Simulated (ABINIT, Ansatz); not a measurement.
```json
{"subject": "Quasiparticle gap of Ga2O3 (C2/m) in ABINIT", "lattice_ang": [[6.107, -1.5185, 0.0], [6.107, 1.5185, 0.0], [-1.386, 0.0, 5.63]], "atoms": [["Ga", 0.0905, 0.0905, 0.7946], ["Ga", 0.9095, 0.9095, 0.2054], ["Ga", 0.6587, 0.6587, 0.314], ["Ga", 0.3413, 0.3413, 0.686], ["O", 0.1645, 0.1645, 0.1098], ["O", 0.8355, 0.8355, 0.8902], ["O", 0.1733, 0.1733, 0.5632], ["O", 0.8267, 0.8267, 0.4368], ["O", 0.4959, 0.4959, 0.2566], ["O", 0.5041, 0.5041, 0.7434]], "method": "RPA screening on PBE, plane waves, norm-conserving pseudopotentials (and 2 further levels or steps)", "program": "ABINIT 10.8.3", "settings": "cutoff 45 Ha, PseudoDojo scalar-relativistic 0.4 stringent, norm-conserving, ngkpt (4, 4, 2), nband 156, ecuteps 4.2 Ha, inclvkb 2, shiftk (0, 0, 0), symchi 1, awtr 1, frequency ppm, 4×4×2 k-mesh", "cost": "5 runs, 34 min in all on 16 MPI ranks of Arm Neoverse N1, shared host", "notes": "The program’s warnings: nproc spkpt=  >= nkpt= * nsppol=. The cell and positions come from the Crystallography Open Database and are kept as given unless a step says otherwise. Limits: no spin-orbit coupling. The 4×4×2 mesh is coarse for this cell, which bears on the long-range parts of exchange and screening.", "results": {"pbe_gap": "2.45 eV, indirect (only 29 meV under the direct gap)", "g0w0_gap_on_the_mesh": "4.05 eV", "gw_settings": "4×4×2 mesh, 156 bands, screening to 114.3 eV, Godby-Needs plasmon pole", "known_limits": "short of the basis limit; no spin-orbit coupling; coarse k mesh"}}
```

[Long decimals in the printed logs are rounded to 6 places.]

[Logs are printed without paths, hosts, clocks, repeated set-up lines and the standing remarks that a program may print on its own settings, such as how far it seeks lower states.]

[Paths, hosts, dates, memory and timing lines, banners, echoed tables and standing remarks are left out of the program output; an Ansatz launch command may be rebuilt from the run's recorded settings. Measured values are a selection of at most five: reports struck by readers or far from the other reports are left out. None is set beside runs whose start may be inverted or whose files or cutoffs have a known fault.]

[Runs of the session that timed out or met a known fault of the program may be left out.]

[Hosts, paths, dates, database ids (printed as entryN), source tags and the programs' standing remarks are cut or masked in the printed files.]

[G0W0 gaps are taken among the corrected bands and points alone; a level outside them can change the order at an edge.]

[Where Ansatz stands beside ABINIT at settings called matched, ABINIT's density can come from a denser mesh and the files from another edition; pairs whose starting gaps differed by over 0.03 eV were left out, so agreement reads better than it is.]
